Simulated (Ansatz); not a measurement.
Consider CaMnO3 (cubic perovskite) (Pm-3m).

The structure was built from a prototype and need not be the compound's stable phase.

The structure is cubic, space group Pm-3m (No. 221). Conventional cell: a = 3.640 Å, b = 3.640 Å, c = 3.640 Å, α = 90.00°, β = 90.00°, γ = 90.00°. Nearest to Ca lie 12 O at 2.57 Å. Nearest to Mn lie 6 O at 1.82 Å. O has 2 Mn at 1.82 Å and 4 Ca at 2.57 Å nearest. Farther neighbours and most contacts between anions are not listed.

```xyz
5
Lattice="0.0000 -3.6399 0.0000 0.0000 0.0000 3.6399 -3.6399 0.0000 0.0000" Properties=species:S:1:pos:R:3 pbc="T T T"
Ca    0.0000    0.0000    0.0000
Mn   -1.8199   -1.8199    1.8199
O     0.0000   -1.8199    1.8199
O    -1.8199   -1.8199    0.0000
O    -1.8199    0.0000    1.8199
```

The structure was relaxed with LDA. The structure type comes from a generator and need not be one that this composition takes. The structure was generated from a model, not taken from a measurement. The runs that relaxed it are not among those shown. The program's search for lower electronic states was switched off, so nothing shows that the state found is the lowest. PAW set soft_2, made with PBE.

A constrained-RPA run (Ansatz 0.2.0; non-magnetic LDA; Mn d, bands v2 to c3, 4×4×4 mesh, medium accuracy) builds 5 functions on bands 7.0 eV wide, with 3.0 electrons in the window. The bare on-site interaction is 16.9 eV and the bare J 0.53 eV.

Q: What U and J survive the screening?

On the Mn d shell, U = 2.90 eV (17 % of the bare value), U′ = 2.07 eV, J = 0.39 eV.

The parent state is non-magnetic and the interaction static (zero frequency); U depends on the window and the orbitals, so it belongs to this model alone.

[Paths, hosts, dates, memory and timing lines, banners, echoed tables and standing remarks are left out of the program output.]

[Logs are printed without paths, hosts, clocks, repeated set-up lines and the standing remarks that a program may print on its own settings, such as how far it seeks lower states.]

[Runs of the session that timed out or met a known fault of the program may be left out.]

[Hosts, paths, dates, database ids (printed as entryN), source tags and the programs' standing remarks are cut or masked in the printed files.]
